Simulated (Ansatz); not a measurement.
# Al2O3 (Corundum): how G0W0 depends on its starting point

Aim: G0W0 for Al2O3 (Corundum) on several starting functionals, at one mesh, band count and screening cutoff.

Method: G0W0 on several functionals, plane waves, PAW, in Ansatz 0.2.0.

Most raw output is cut from this account.

In doubt: masses and optical values from hybrid runs of this build are listed as unsure (steps 3, 4), which bears on the screening that GW takes from such a start.

## 1. The structure

The structure is trigonal, space group R-3c (No. 167). The conventional cell has a = 4.760 Å, b = 4.760 Å, c = 12.996 Å, α = 90.00°, β = 90.00°, γ = 120.00°. Al has 6 O at 1.85 to 1.97 Å nearest. Nearest to O lie 4 Al at 1.85 to 1.97 Å. Farther neighbours and most contacts between anions are not listed.

As a file:

```cif
data_structure
_symmetry_space_group_name_H-M 'R-3c:H'
_symmetry_Int_Tables_number 167
_cell_length_a 4.7605
_cell_length_b 4.7605
_cell_length_c 12.9956
_cell_angle_alpha 90.000
_cell_angle_beta 90.000
_cell_angle_gamma 120.000
_cell_volume 255.05
loop_
_atom_site_label
_atom_site_type_symbol
_atom_site_symmetry_multiplicity
_atom_site_Wyckoff_symbol
_atom_site_fract_x
_atom_site_fract_y
_atom_site_fract_z
_atom_site_occupancy
Al1 Al 12 c 0.33333 0.66667 0.01883 1
O1 O 18 e 0.30668 0.00000 0.25000 1
```

The cell and positions come from the Crystallography Open Database and are kept as given unless a step says otherwise.

## 2. G0W0 on PBE

Now the one-shot GW correction: screening in the RPA, then the self-energy of the levels asked for. This step takes hard PAW files.

This step: G0W0 on PBE, plane waves, PAW.

input.yaml

```yaml
crystal:
  lattice:
    - [2.38025, 1.3742379782, 4.3318666667]
    - [-2.38025, 1.3742379782, 4.3318666667]
    - [0.0, -2.7484759565, 4.3318666667]
  atoms:
    - { symbol: Al, position: [0.35216, 0.35216, 0.35216] }
    - { symbol: Al, position: [0.14784, 0.14784, 0.14784] }
    - { symbol: Al, position: [0.64784, 0.64784, 0.64784] }
    - { symbol: Al, position: [0.85216, 0.85216, 0.85216] }
    - { symbol: O, position: [0.55668, 0.94332, 0.25] }
    - { symbol: O, position: [0.25, 0.55668, 0.94332] }
    - { symbol: O, position: [0.94332, 0.25, 0.55668] }
    - { symbol: O, position: [0.44332, 0.05668, 0.75] }
    - { symbol: O, position: [0.75, 0.44332, 0.05668] }
    - { symbol: O, position: [0.05668, 0.75, 0.44332] }
kpoints:
  mp_grid: { grid: [4, 4, 4] }
hamiltonian:
  xc: pbe
  pseudopotentials: { kind: paw, source: ansatz }
scf:
  occupations: { method: fixed }
gw:
  n_empty_bands: 505
  ecut_chi: 190.0
  qp_bands: [v3, c3]
  qp_kpoints: band_edges
  screening: { model: contour_deformation }
```

On the command line:

```bash
$ ansatz run input.yaml --threads 4 --pin off --max-ram 138240MiB --backend cuda --events-out ev --progress --plain --runs-dir out --devices 1 --max-vram 26GiB
```

Wall time 39 s (1 × NVIDIA H100 80GB HBM3 (shared by 3 runs) with 4 threads of AMD EPYC 7R13 (Zen 3), shared host); peak memory 2.4 GiB.

Numbers from this step:

* bands summed: 545
* RPA ε∞ on this mesh (eigenvalues): 3.090, 3.123, 3.123
* plane waves in the screening matrix: 507
* q-points in the mesh: 64
* G0W0 gap on the mesh: 8.936 eV
* k of the valence top: 0, 0, 0
* k of the conduction bottom: 0, 0, 0
* starting gap on the mesh: 6.225 eV
* Z at the valence top: 0.8075
* Z at the conduction bottom: 0.8506
* least direct G0W0 gap on the computed points: 8.936 eV

The gap on the mesh goes from 6.22 eV to 8.94 eV, a correction of +2.71 eV. Between the two edge states, bare exchange in place of the xc potential would open the gap by 10.79 eV, and correlation takes back 8.08 eV.

## 3. G0W0 on HSE06

The same correction from a different start measures what one shot leaves open.

This step: G0W0 on HSE06, plane waves, PAW.

input.yaml: that of step 2 with these lines changed.

```diff
@@ -19,3 +19,3 @@
 hamiltonian:
-  xc: pbe
+  xc: hse06
   pseudopotentials: { kind: paw, source: ansatz }
```

Wall time 94 s (1 × NVIDIA H100 80GB HBM3 (shared by 3 runs) with 4 threads); peak memory 3 GiB; 2.8 min of CPU time.

This step gave:

```yaml
bands_summed: 545
rpa_eps_infinity_on_this_mesh_eigenvalues: 2.721, 2.743, 2.743
plane_waves_in_the_screening_matrix: 507
q_points_in_the_mesh: 64
g0w0_gap_on_the_mesh: 9.736 eV
k_of_the_valence_top: 0, 0, 0
k_of_the_conduction_bottom: 0, 0, 0
starting_gap_on_the_mesh: 8.091 eV
z_at_the_valence_top: 0.8322
z_at_the_conduction_bottom: 0.8704
least_direct_g0w0_gap_on_the_computed_points: 9.736 eV
```

Against the run with 4×4×4 mesh, 505 empty bands, screening to 190 eV, hard PAW files on PBE, the gap moves by +0.80 eV, while the start moved by +1.87 eV.

## 4. G0W0 on PBE0

This step: G0W0 on PBE0, plane waves, PAW.

input.yaml: that of step 3 with these lines changed.

```diff
@@ -19,3 +19,3 @@
 hamiltonian:
-  xc: hse06
+  xc: pbe0
   pseudopotentials: { kind: paw, source: ansatz }
```

Elapsed: 94 s, on 1 × NVIDIA H100 80GB HBM3 (shared by 3 runs) with 4 threads; peak memory 3 GiB.

This step gave:

- bands summed: 545
- RPA ε∞ on this mesh (eigenvalues): 2.643, 2.663, 2.663
- plane waves in the screening matrix: 507
- G0W0 gap on the mesh: 9.929 eV
- k of the valence top: 0, 0, 0
- k of the conduction bottom: 0, 0, 0
- starting gap on the mesh: 8.844 eV
- least direct G0W0 gap on the computed points: 9.929 eV

Against the run with 4×4×4 mesh, 505 empty bands, screening to 190 eV, hard PAW files on HSE06, the gap moves by +0.19 eV, while the start moved by +0.75 eV.

## 5. The starts together

All on the 4×4×4 mesh with 505 empty bands and screening to 190 eV. Times are wall times on 1 × NVIDIA H100 80GB HBM3 (shared by 3 runs) with 4 threads of AMD EPYC 7R13 (Zen 3), shared host, good to a factor of about two.

| start | starting gap (eV) | shift (eV) | G0W0 gap (eV) | RPA ε∞ (harmonic mean) | Z (valence, conduction) | time |
| --- | --- | --- | --- | --- | --- | --- |
| PBE | 6.22 | +2.71 | 8.94 | 3.11 | 0.81, 0.85 | 39 s |
| HSE06 | 8.09 | +1.64 | 9.74 | 2.74 | 0.83, 0.87 | 94 s |
| PBE0 | 8.84 | +1.08 | 9.93 | 2.66 | 0.84, 0.88 | 94 s |

How the two edges are built up, in eV (the quasiparticle level is the starting level plus Σx plus Σc less Vxc):

| run | edge | start | Σx | Σc | Vxc | Z | QP |
| --- | --- | --- | --- | --- | --- | --- | --- |
| PBE | valence top | 9.34 | -26.93 | 4.00 | -21.39 | 0.81 | 7.80 |
| PBE | conduction bottom | 15.56 | -11.34 | -4.08 | -16.60 | 0.85 | 16.74 |
| HSE06 | valence top | 8.06 | -26.96 | 3.58 | -22.65 | 0.83 | 7.33 |
| HSE06 | conduction bottom | 16.15 | -10.87 | -3.90 | -15.69 | 0.87 | 17.06 |
| PBE0 | valence top | 7.66 | -26.96 | 3.47 | -23.06 | 0.84 | 7.22 |
| PBE0 | conduction bottom | 16.51 | -10.86 | -3.82 | -15.32 | 0.88 | 17.15 |

For a hybrid start, Vxc holds its share of exact exchange.

## 6. Results

```json
{
  "G0W0@PBE": "8.94 eV (start 6.22 eV)",
  "G0W0@HSE06": "9.74 eV (start 8.09 eV)",
  "G0W0@PBE0": "9.93 eV (start 8.84 eV)",
  "known limits": "not at the basis limit"
}
```

What this shows: The starting gaps span 2.62 eV and the G0W0 gaps 0.99 eV. Between PBE and PBE0, 0.99 eV of the 2.62 eV survives, 38 %. PBE0 screens less than PBE (ε∞ 2.66 against 3.11). Of the 0.99 eV by which its G0W0 gap is higher, the correlation part gives +0.79 eV, and exchange with the one-particle terms, which follow the orbitals, +0.20 eV. The smallest correction, +1.08 eV, is on PBE0, the start nearest to reproducing itself. Bands and cutoff are finite, so the gap is not at the basis limit. The miss can reach some tenths of an eV and take either sign; the mesh is an error of its own.

[Paths, hosts, dates, memory and timing lines, banners, echoed tables and standing remarks are left out of the program output.]

[Logs are printed without paths, hosts, clocks, repeated set-up lines and the standing remarks that a program may print on its own settings, such as how far it seeks lower states.]

[Runs of the session that timed out or met a known fault of the program may be left out.]

[Cells called generated may have been cut or substituted from an entry of the Crystallography Open Database or the Materials Project.]

[Hosts, paths, dates, database ids (printed as entryN), source tags and the programs' standing remarks are cut or masked in the printed files.]
